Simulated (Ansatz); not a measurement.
## Ba on W(110): change of the work function

How does one ordered layer of Ba (hollow site) change the work function of W(110), and what dipole does each adsorbate carry?

Method: plane-wave DFT, PBE, Ansatz PAW, in Ansatz 0.2.0.

## 1. The structure

The cell holds 4 atoms: 4 W. Its edges and angles: a = 2.737 Å, b = 2.737 Å, c = 24.703 Å, α = 90.0°, β = 90.0°, γ = 70.5°. Vacuum lies along c.

## 2. The clean slab

The bare slab comes first, as the zero from which every change is counted. The two lowest layers are held at bulk places and the upper ones relax. The dipole correction removes the false field that a one-sided slab makes across the periodic vacuum, so each face gets a flat vacuum level of its own.

input.yaml

```yaml
crystal:
  lattice:
    - [2.2344574285, -1.58, 0.0]
    - [2.2344574285, 1.58, 0.0]
    - [0.0, 0.0, 24.7033722856]
  atoms:
    - { symbol: W, position: [0.0, 0.0, 0.3643227287] }
    - { symbol: W, position: [0.5, 0.5, 0.4547742429] }
    - { symbol: W, position: [0.0, 0.0, 0.5452257571] }
    - { symbol: W, position: [0.5, 0.5, 0.6356772713] }
kpoints:
  mp_grid: { grid: [12, 12, 1] }
hamiltonian:
  xc: pbe
scf:
  occupations: { method: fermi_dirac, width: 0.1 }
  convergence: { dr2_threshold: 1.0e-08 }
efield:
  axis: 3
  dipole_correction: true
  ramp_position: 0.97
  ramp_width: 0.06
relax:
  f_tol: 0.02
  max_steps: 60
  constraints: [{ sites: [0, 1] }]
output:
  write_potential: true
  write_density: true
  volumetric_format: npy
```

Command:

```sh
ansatz run input.yaml --threads 4 --pin off --max-ram 6144MiB --backend cpu --events-out ev --progress --plain --runs-dir out
```

Standard output:

```text
Engine: ansatz 0.2.0, x86_64-unknown-linux-gnu
Pseudopotentials: kind: paw
Pseudopotential: W, paw, valence charge 14, recommended cutoff 420 eV (normal), W.paw.azcp
Functional definition: PBE
  parameter kappa = 0.804
  parameter beta = 0.066725
  exchange = pbe_x(kappa = kappa, mu = beta*pi^2/3)
  correlation = pbe_c(beta = beta)
Crystal: 4 atoms, lattice volume = 174.428 Å³
Basis set: ecut = 420 eV, 3461 PW (Γ), exchange–correlation on 40×40×360 points (8 copies of the dense FFT grid, shifted against one another)
Bands: 34, of which v1, the nominal top of the filled ones, is band 28 counted from 1 (27 counted from 0)
Symmetry: 4 space group operations
k-points: 43 of 144
Non-local potential: W, projectors of the file, l = 0: 3, l = 1: 2, l = 2: 2, l = 3: 1
PAW form: soft (Blöchl's): semilocal exchange-correlation on the pseudo side does not see the compensation charge
PAW one-centre angular grid: W, 590 points (default); XC on 64 Gauss nodes
Initial density: superposition of atomic densities (neutral atoms: chi_scale 0, normalization atom), corrected by the library's trained network
Initial wavefunctions: pseudopotential atomic-orbital guess
Functional: x = pbe(κ = 0.804, μ = 0.219515), c = pbe(β = 0.066725)
SCF iter   1: F=—  HF=-41536.547941 eV  |F-HF|=—  |Δ(HF+E_count)|=         —  Δρ=9.69e-3  dr2=1.99e0  ethr=1.77e-3  p=0.000 e·Å  D=2.38e-13 V/Å  ΔV_dip=-0.00 eV  dr2_dipole=2.75e-7  V_vac-E_F(+/−)=5.06/5.06 eV  ⟨swp⟩=7.9  Hψ=15776  notcnv=0  defer=16
efield: sawtooth ramp at fractional position 0.9700 (set: `efield.ramp_position`, or a place that a band, a saddle search or an elastic batch's reference lends), width 0.0600; the density the first Hamiltonian is built on has a dipole p = 0.000 e·Å; the dipole correction subtracts the counter field D = 2.38e-13 V/Å, which shifts the + side's vacuum level by -0.00 eV against the − side's; the planar-averaged density in the ramp window peaks in size at 1.1e-5 e/Å³
automatic band count: the SCF goes on with 40 bands, as 34 were too few: the levels above may hold too much charge
preconditioner: auto → LDOS  [metal: Δε(μ)=0.044 eV  Ē_g=6.098 eV  σ=0.100 eV  W_gap=0.11  n_scr=16 (ndim 8)  ℏωp=13.8 eV  f_vac=0.562  D(μ)=3.18/eV (n_scr^D=14)  β→1.0]
SCF iter   2: F=—  HF=-41536.463456 eV  |F-HF|=—  |Δ(HF+E_count)|=   8.45e-2  Δρ=3.80e-3  dr2=1.53e-1  ethr=1.77e-3  p=-0.000 e·Å  D=-1.41e-5 V/Å  ΔV_dip=0.00 eV  dr2_dipole=9.42e-8  V_vac-E_F(+/−)=4.91/4.91 eV  ⟨swp⟩=2.0  Hψ=2409  notcnv=0  defer=46
SCF iter   3: F=—  HF=-41536.454054 eV  |F-HF|=—  |Δ(HF+E_count)|=   9.40e-3  Δρ=7.33e-4  dr2=4.77e-3  ethr=2.73e-4  p=-0.000 e·Å  D=-5.84e-6 V/Å  ΔV_dip=0.00 eV  dr2_dipole=2.39e-8  V_vac-E_F(+/−)=4.90/4.90 eV  ⟨swp⟩=1.9  Hψ=2195  notcnv=0  defer=48
SCF iter   4: F=—  HF=-41536.453641 eV  |F-HF|=—  |Δ(HF+E_count)|=   4.13e-4  Δρ=2.26e-4  dr2=2.83e-4  ethr=8.51e-6  p=-0.000 e·Å  D=-2.79e-6 V/Å  ΔV_dip=0.00 eV  dr2_dipole=3.71e-9  V_vac-E_F(+/−)=4.90/4.90 eV  ⟨swp⟩=2.2  Hψ=2210  notcnv=0  defer=48
SCF iter   5: F=—  HF=-41536.453617 eV  |F-HF|=—  |Δ(HF+E_count)|=   2.38e-5  Δρ=8.21e-5  dr2=9.88e-6  ethr=5.05e-7  p=-0.000 e·Å  D=-1.58e-6 V/Å  ΔV_dip=0.00 eV  dr2_dipole=4.48e-10  V_vac-E_F(+/−)=4.90/4.90 eV  ⟨swp⟩=2.8  Hψ=2489  notcnv=0  defer=48
SCF iter   6: F=—  HF=-41536.453677 eV  |F-HF|=—  |Δ(HF+E_count)|=   6.00e-5  Δρ=1.85e-5  dr2=1.78e-6  ethr=1.76e-8  p=-0.000 e·Å  D=-3.86e-7 V/Å  ΔV_dip=0.00 eV  dr2_dipole=5.17e-14  V_vac-E_F(+/−)=4.90/4.90 eV  ⟨swp⟩=3.0  Hψ=2815  notcnv=0  defer=46
SCF iter   7: F=—  HF=-41536.453677 eV  |F-HF|=—  |Δ(HF+E_count)|=   1.78e-7  Δρ=5.89e-6  dr2=9.93e-8  ethr=3.18e-9  p=-0.000 e·Å  D=-9.75e-8 V/Å  ΔV_dip=0.00 eV  dr2_dipole=1.92e-12  V_vac-E_F(+/−)=4.90/4.90 eV  ⟨swp⟩=2.1  Hψ=2213  notcnv=0  defer=46
SCF iter   8: F=—  HF=-41536.453677 eV  |F-HF|=—  |Δ(HF+E_count)|=   1.72e-7  Δρ=2.09e-6  dr2=1.13e-8  ethr=1.79e-11  p=-0.000 e·Å  D=-5.60e-8 V/Å  ΔV_dip=0.00 eV  dr2_dipole=1.48e-14  V_vac-E_F(+/−)=4.90/4.90 eV  ⟨swp⟩=12.3  Hψ=12544  notcnv=0
SCF iter   9: F=-41536.453677 eV  HF=-41536.453677 eV  |F-HF|=3.00e-9  |Δ(HF+E_count)|=   2.44e-9  Δρ=6.34e-7  dr2=1.01e-9  ethr=1.79e-11  p=-0.000 e·Å  D=-1.60e-8 V/Å  ΔV_dip=0.00 eV  dr2_dipole=1.16e-14  V_vac-E_F(+/−)=4.90/4.90 eV  ⟨swp⟩=10.8  Hψ=10718  notcnv=0
SCF 1 converged in 9 iterations: F = -41536.453677 eV  dr2 = 1.01e-9
  greatest PAW one-centre occupation: 1.000 electrons in one spin orbital (limit 2), on the W atom at site 0 (counted from 0), in its partial waves of l = 0
relax step   1: F+E_penalty+E_count = -41536.45367728 eV  Δ(F+E_penalty+E_count) = +0.000e0 eV  max|allowed force component| = 6.535e-1 eV/Å  Δτ_max = 0.0000 Å  (9 SCF iters, accepted)
Bands: 40, of which v1, the nominal top of the filled ones, is band 28 counted from 1 (27 counted from 0)
Initial density: handed on by an earlier stage of this run
Initial wavefunctions: those handed on with the density
iter 1 solved again at ethr=9.58e-4 eV; its pass at ethr=3.10e-3 eV (dr2=5.36e-1 eV) is discarded
SCF iter   1: F=—  HF=-41536.451067 eV  |F-HF|=—  |Δ(HF+E_count)|=         —  Δρ=7.55e-3  dr2=5.51e-1  ethr=9.58e-4  p=-0.000 e·Å  D=-4.98e-7 V/Å  ΔV_dip=0.00 eV  dr2_dipole=8.25e-2  V_vac-E_F(+/−)=4.92/4.92 eV  ⟨swp⟩=1.6  Hψ=6453  notcnv=0  defer=49
efield: sawtooth ramp at fractional position 0.9700 (set: `efield.ramp_position`, or a place that a band, a saddle search or an elastic batch's reference lends), width 0.0600; the density the first Hamiltonian is built on has a dipole p = -0.000 e·Å; the dipole correction subtracts the counter field D = -4.98e-7 V/Å, which shifts the + side's vacuum level by +0.00 eV against the − side's; the planar-averaged density in the ramp window peaks in size at 4.2e-6 e/Å³
preconditioner: auto → LDOS  [metal: Δε(μ)=0.008 eV  Ē_g=6.108 eV  σ=0.100 eV  W_gap=0.02  n_scr=16 (ndim 8)  ℏωp=13.8 eV  f_vac=0.561  D(μ)=3.03/eV (n_scr^D=12)  β→1.0]
SCF iter   2: F=—  HF=-41536.439072 eV  |F-HF|=—  |Δ(HF+E_count)|=   1.20e-2  Δρ=5.12e-3  dr2=1.98e-1  ethr=9.58e-4  p=0.007 e·Å  D=7.37e-3 V/Å  ΔV_dip=-0.18 eV  dr2_dipole=2.51e-3  V_vac-E_F(+/−)=4.72/4.90 eV  ⟨swp⟩=2.7  Hψ=2768  notcnv=0  defer=49
SCF iter   3: F=—  HF=-41536.411549 eV  |F-HF|=—  |Δ(HF+E_count)|=   2.75e-2  Δρ=1.14e-3  dr2=8.39e-3  ethr=3.53e-4  p=0.005 e·Å  D=5.11e-3 V/Å  ΔV_dip=-0.13 eV  dr2_dipole=6.86e-5  V_vac-E_F(+/−)=4.79/4.91 eV  ⟨swp⟩=2.4  Hψ=2949  notcnv=0  defer=49
[...]
SCF iter   3: F=—  HF=-41536.467262 eV  |F-HF|=—  |Δ(HF+E_count)|=   1.04e-2  Δρ=8.47e-4  dr2=5.12e-3  ethr=1.42e-4  p=0.004 e·Å  D=4.30e-3 V/Å  ΔV_dip=-0.11 eV  dr2_dipole=4.39e-5  V_vac-E_F(+/−)=4.79/4.90 eV  ⟨swp⟩=2.6  Hψ=3087  notcnv=0  defer=49
SCF iter   4: F=—  HF=-41536.466252 eV  |F-HF|=—  |Δ(HF+E_count)|=   1.01e-3  Δρ=1.79e-4  dr2=1.18e-4  ethr=9.14e-6  p=0.004 e·Å  D=3.68e-3 V/Å  ΔV_dip=-0.09 eV  dr2_dipole=5.74e-7  V_vac-E_F(+/−)=4.81/4.90 eV  ⟨swp⟩=2.5  Hψ=2483  notcnv=0  defer=49
SCF iter   5: F=—  HF=-41536.466260 eV  |F-HF|=—  |Δ(HF+E_count)|=   8.54e-6  Δρ=5.43e-5  dr2=8.97e-6  ethr=2.11e-7  p=0.003 e·Å  D=3.19e-3 V/Å  ΔV_dip=-0.08 eV  dr2_dipole=8.64e-7  V_vac-E_F(+/−)=4.82/4.90 eV  ⟨swp⟩=2.2  Hψ=2723  notcnv=0  defer=49
SCF iter   6: F=—  HF=-41536.466316 eV  |F-HF|=—  |Δ(HF+E_count)|=   5.58e-5  Δρ=1.68e-5  dr2=2.41e-6  ethr=1.60e-8  p=0.003 e·Å  D=2.93e-3 V/Å  ΔV_dip=-0.07 eV  dr2_dipole=2.52e-8  V_vac-E_F(+/−)=4.83/4.90 eV  ⟨swp⟩=2.8  Hψ=3011  notcnv=0  defer=49
SCF iter   7: F=—  HF=-41536.466316 eV  |F-HF|=—  |Δ(HF+E_count)|=   9.85e-8  Δρ=6.68e-6  dr2=1.22e-7  ethr=4.30e-9  p=0.003 e·Å  D=2.81e-3 V/Å  ΔV_dip=-0.07 eV  dr2_dipole=1.60e-9  V_vac-E_F(+/−)=4.83/4.90 eV  ⟨swp⟩=2.0  Hψ=2145  notcnv=0  defer=49
SCF iter   8: F=—  HF=-41536.466316 eV  |F-HF|=—  |Δ(HF+E_count)|=   1.35e-7  Δρ=2.67e-6  dr2=2.97e-8  ethr=2.18e-10  p=0.003 e·Å  D=2.77e-3 V/Å  ΔV_dip=-0.07 eV  dr2_dipole=8.08e-10  V_vac-E_F(+/−)=4.83/4.90 eV  ⟨swp⟩=3.0  Hψ=3072  notcnv=0  defer=49
SCF iter   9: F=-41536.466316 eV  HF=-41536.466316 eV  |F-HF|=3.73e-9  |Δ(HF+E_count)|=   1.99e-8  Δρ=7.35e-7  dr2=1.32e-9  ethr=1.79e-11  p=0.003 e·Å  D=2.76e-3 V/Å  ΔV_dip=-0.07 eV  dr2_dipole=4.18e-13  V_vac-E_F(+/−)=4.83/4.90 eV  ⟨swp⟩=11.1  Hψ=11208  notcnv=0
SCF 3 converged in 9 iterations: F = -41536.466316 eV  dr2 = 1.32e-9
relax step   3: F+E_penalty+E_count = -41536.46631624 eV  Δ(F+E_penalty+E_count) = -1.264e-2 eV  max|allowed force component| = 9.000e-2 eV/Å  Δτ_max = 0.0345 Å  (9 SCF iters, accepted)
SCF iter   1: F=—  HF=-41536.467010 eV  |F-HF|=—  |Δ(HF+E_count)|=         —  Δρ=7.95e-4  dr2=4.51e-3  ethr=1.73e-4  p=0.003 e·Å  D=2.76e-3 V/Å  ΔV_dip=-0.07 eV  dr2_dipole=5.29e-4  V_vac-E_F(+/−)=4.83/4.90 eV  ⟨swp⟩=2.1  Hψ=2956  notcnv=0  defer=49
efield: sawtooth ramp at fractional position 0.9700 (set: `efield.ramp_position`, or a place that a band, a saddle search or an elastic batch's reference lends), width 0.0600; the density the first Hamiltonian is built on has a dipole p = 0.003 e·Å; the dipole correction subtracts the counter field D = 2.76e-3 V/Å, which shifts the + side's vacuum level by -0.07 eV against the − side's; the planar-averaged density in the ramp window peaks in size at 2.5e-6 e/Å³
preconditioner: auto → LDOS  [metal: Δε(μ)=0.042 eV  Ē_g=6.069 eV  σ=0.100 eV  W_gap=0.10  n_scr=16 (ndim 8)  ℏωp=13.8 eV  f_vac=0.561  D(μ)=3.08/eV (n_scr^D=14)  β→1.0]
SCF iter   2: F=—  HF=-41536.466781 eV  |F-HF|=—  |Δ(HF+E_count)|=   2.30e-4  Δρ=3.58e-4  dr2=1.22e-3  ethr=8.05e-6  p=0.002 e·Å  D=2.05e-3 V/Å  ΔV_dip=-0.05 eV  dr2_dipole=4.65e-5  V_vac-E_F(+/−)=4.85/4.90 eV  ⟨swp⟩=2.0  Hψ=2582  notcnv=0  defer=49
SCF iter   3: F=—  HF=-41536.466700 eV  |F-HF|=—  |Δ(HF+E_count)|=   8.13e-5  Δρ=1.37e-4  dr2=1.44e-4  ethr=2.17e-6  p=0.002 e·Å  D=2.31e-3 V/Å  ΔV_dip=-0.06 eV  dr2_dipole=1.26e-5  V_vac-E_F(+/−)=4.84/4.90 eV  ⟨swp⟩=2.0  Hψ=2277  notcnv=0  defer=49
SCF iter   4: F=—  HF=-41536.466669 eV  |F-HF|=—  |Δ(HF+E_count)|=   3.04e-5  Δρ=3.26e-5  dr2=6.82e-6  ethr=2.57e-7  p=0.002 e·Å  D=2.20e-3 V/Å  ΔV_dip=-0.05 eV  dr2_dipole=8.22e-7  V_vac-E_F(+/−)=4.84/4.90 eV  ⟨swp⟩=3.4  Hψ=3097  notcnv=0  defer=49
SCF iter   5: F=—  HF=-41536.466723 eV  |F-HF|=—  |Δ(HF+E_count)|=   5.37e-5  Δρ=1.10e-5  dr2=2.53e-7  ethr=1.22e-8  p=0.002 e·Å  D=2.19e-3 V/Å  ΔV_dip=-0.05 eV  dr2_dipole=5.28e-9  V_vac-E_F(+/−)=4.84/4.90 eV  ⟨swp⟩=2.5  Hψ=2375  notcnv=0  defer=49
SCF iter   6: F=—  HF=-41536.466723 eV  |F-HF|=—  |Δ(HF+E_count)|=   2.64e-7  Δρ=4.54e-6  dr2=3.52e-8  ethr=4.51e-10  p=0.002 e·Å  D=2.20e-3 V/Å  ΔV_dip=-0.05 eV  dr2_dipole=1.83e-10  V_vac-E_F(+/−)=4.84/4.90 eV  ⟨swp⟩=2.8  Hψ=3014  notcnv=0  defer=49
SCF iter   7: F=-41536.466723 eV  HF=-41536.466723 eV  |F-HF|=5.60e-9  |Δ(HF+E_count)|=   7.89e-8  Δρ=1.73e-6  dr2=9.41e-9  ethr=1.79e-11  p=0.002 e·Å  D=2.20e-3 V/Å  ΔV_dip=-0.05 eV  dr2_dipole=2.55e-12  V_vac-E_F(+/−)=4.84/4.90 eV  ⟨swp⟩=11.5  Hψ=11424  notcnv=0
SCF 4 converged in 7 iterations: F = -41536.466723 eV  dr2 = 9.41e-9
relax step   4: F+E_penalty+E_count = -41536.46672319 eV  Δ(F+E_penalty+E_count) = -4.069e-4 eV  max|allowed force component| = 1.129e-2 eV/Å  Δτ_max = 0.0139 Å  (7 SCF iters, accepted)
NSCF: frozen V_eff on 43 k-points
the band table was solved once a step of the walk had ended and its energy, with any forces and stress, was formed, with the checks that follow a solve (9073 applications of the Hamiltonian). They found nothing against the state; the energy, forces and stress were not computed again (output.eigenvalues in the input reference)
WARN: The output density's exchange-correlation potential varies sharply where the density is thin. Do not read a vacuum level from v_tot or v_xc, or from such a field of the output density. On a cell that repeats whose density bears no net charge and no dipole along the vacuum's axis use v_es (v_loc + v_h of the components); under efield.dipole_correction with no amplitude use v_es + v_field, which holds any externa [...]
SCF converged after 7 iterations
Free energy (F): -41536.466723 eV
Harris-Foulkes:  -41536.466723 eV  (|F-HF|=5.60e-9)
Internal energy: -41536.366955 eV  (E = F + TS)
E sigma→0 (E₀):  -41536.416839 eV
Entropy (-TS):   -0.099768 eV (-24.942 meV/atom)
Fermi energy:    5.203880 eV
Dipole field:    D = 0.002196 V/Å  (p = 0.002117 e·Å, saw-weighted, corrected)
Work function:   Φ+ = 4.8447 eV   Φ− = 4.8989 eV
Levels:          The Fermi level and band energies are counted from a zero that moves with the ramp; work functions are not
--- Per-component energies (eV) ---
  E_band       = -1291.057249
  E_kinetic    = 1792.505388
  E_local      = -71121.558110  (includes V_loc(G=0)·N_el)
  E_nonlocal   = 4.576205
  E_hartree    = 34741.224888
  E_xc         = -1063.352008
  E_vxc        = -949.335307  (∫ρ·V_xc dr)
  E_paw        = -34249.938996  (= ΣΔE_a)
  E_vpaw       = -499.704010  (= ΣTr[D̂ρ^β])
  E_aug_tail   = -0.000235  (compensation charges beyond the density's cutoff)
  E_efield     = 0.000002  (sawtooth field / dipole correction)
  E_vefield    = -0.001024  (∫n·V_field dr)
  E_ewald      = 28360.175909
  E_smearing   = -0.099768  (= −TS)
  E_closure    = 0.000000  (closes the sum)
  Σ components = -41536.466723   (vs F -41536.466723, Δ=0.00e0)
--- Forces (eV/Å), atoms counted from 1 ---
  atom   1  W      0.00000000     0.00000000     0.36117698
  atom   2  W      0.00000000    -0.00000000    -0.34159736
  atom   3  W      0.00000000    -0.00000000    -0.00830033
  atom   4  W      0.00000000    -0.00000000    -0.01129436
  max |Σ_I F_I| component: 1.51e-5 eV/Å
--- Band table (eV; the first three rows and the last of 43) ---
  k-point 0: bands = [... 24 lower, 3.7540, 3.7892, 3.9762, 4.5401, 4.8127, 5.7605, 6.0199, 6.9297, ... 8 higher]
  k-point 1: bands = [... 24 lower, 3.5720, 3.7614, 4.1231, 4.4811, 4.8136, 5.3411, 6.2452, 6.7515, ... 8 higher]
  k-point 2: bands = [... 24 lower, 3.3977, 3.5331, 3.9616, 4.3822, 4.9156, 5.2947, 6.6226, 6.6532, ... 8 higher]
  k-point 42: bands = [... 24 lower, 3.7933, 5.7375, 5.8442, 6.2645, 6.3571, 6.8712, 7.2505, 8.8378, ... 8 higher]
--- Relaxed structure (4 steps of the walk, 3 accepted, 0 SCFs on fresh bases) ---
  F+E_penalty+E_count = -41536.46672319 eV   max|allowed force component| = 1.129e-2 eV/Å
  atoms:
    - { symbol: W, position: [0.0, 0.0, 0.3643227287] }
    - { symbol: W, position: [0.5, 0.5, 0.4547742429] }
    - { symbol: W, position: [-6.653931e-19, 6.653931e-19, 0.546759] }
    - { symbol: W, position: [0.5, 0.5, 0.635499] }
```

It took 22 s on 4 threads of Intel Xeon Platinum 8375C at 2.90GHz (Ice Lake), shared host; peak memory 0.65 GiB; 81 s of CPU time.

In the SCF lines HF is the Harris–Foulkes energy and dr2 the Hartree energy of the density residual, in eV; the loop may stop once dr2 is under the threshold and the program's other checks hold. Hψ counts applications of the Hamiltonian.

The steps of the relaxation:

| step | energy less that of the first step (eV) | largest force component (eV/Å) |
| --- | --- | --- |
| 1 | 0.0000 | 0.6535 |
| 2 | 0.0440 | 1.3654 |
| 3 | -0.0126 | 0.0900 |
| 4 | -0.0130 | 0.0113 |

Relaxation step 2 was tried and not accepted.

The run keeps the 4 symmetry operations that the program found, so distortions that break them were not tested.

The atoms that moved most (Å):

| atom | dx | dy | dz | length |
| --- | --- | --- | --- | --- |
| W3 | 0.000 | 0.000 | 0.038 | 0.038 |

The relaxed structure:

```xyz
4
Lattice="2.2345 -1.5800 0.0000 2.2345 1.5800 0.0000 0.0000 0.0000 24.7034" Properties=species:S:1:pos:R:3
W     0.0000    0.0000    9.0000
W     2.2345    0.0000   11.2345
W     0.0000    0.0000   13.5068
W     2.2345    0.0000   15.6990
```

Numbers from this step:

```yaml
energy_at_zero_smearing: -41536.4168 eV
work_function_upper_face: 4.845 eV
work_function_lower_face: 4.899 eV
dipole_along_the_normal: 0.002117 e·Å
step_between_the_vacuum_levels: -0.05426 eV
```

Running mean over 2.234 Å of the planar mean; the ramp of the sawtooth is left out. Table of electron's electrostatic potential energy less the Fermi level by z:

z (Å), electron's electrostatic potential energy less the Fermi level (eV) and a bar from the least value:
```
      3.5        4.9 ##############################
      4.0        4.9 ##############################
      4.5        4.9 ##############################
      5.0        4.9 ##############################
      5.5        4.9 ##############################
      6.0        4.8 ##############################
      6.5        4.4 #############################
      7.0        3.3 ###########################
      7.5       -0.1 ######################
      8.0       -5.8 ############
      8.5      -10.5 ####
      9.0      -12.2 #
      9.5      -12.5 #
     10.0      -12.6 #
     10.5      -12.7 #
     11.0      -12.7 #
     11.5      -12.7 #
     12.0      -12.5 #
     12.5      -12.4 #
     13.0      -12.6 #
     13.5      -12.8 
     14.0      -13.0 
     14.5      -13.1 
     15.0      -12.9 
     15.5      -12.5 #
     16.0      -11.5 ###
     16.5       -8.0 #########
     17.0       -2.3 ##################
     17.5        2.2 ##########################
     18.0        4.1 #############################
     18.5        4.6 ##############################
     19.0        4.8 ##############################
     19.5        4.8 ##############################
     20.0        4.8 ##############################
     20.5        4.8 ##############################
     21.0        4.8 ##############################
     21.5        4.8 ##############################
```

The relaxation took 4 steps and lowered the energy by 0.013 eV; the largest force on the free atoms ends at 0.011 eV/Å.

The work function of the upper face is 4.84 eV.

(Continued in part 2 of 2.)

[Long decimals in the printed logs are rounded to 6 places.]

[Logs are printed without paths, hosts, clocks, repeated set-up lines and the standing remarks that a program may print on its own settings, such as how far it seeks lower states.]

[Hosts, paths, dates, database ids (printed as entryN), source tags and the programs' standing remarks are cut or masked in the printed files.]

[Maps of the electrostatic potential energy from Ansatz leave out the sawtooth potential of an applied field or a dipole correction, so their vacuum need not be flat; planar profiles and work functions include it.]
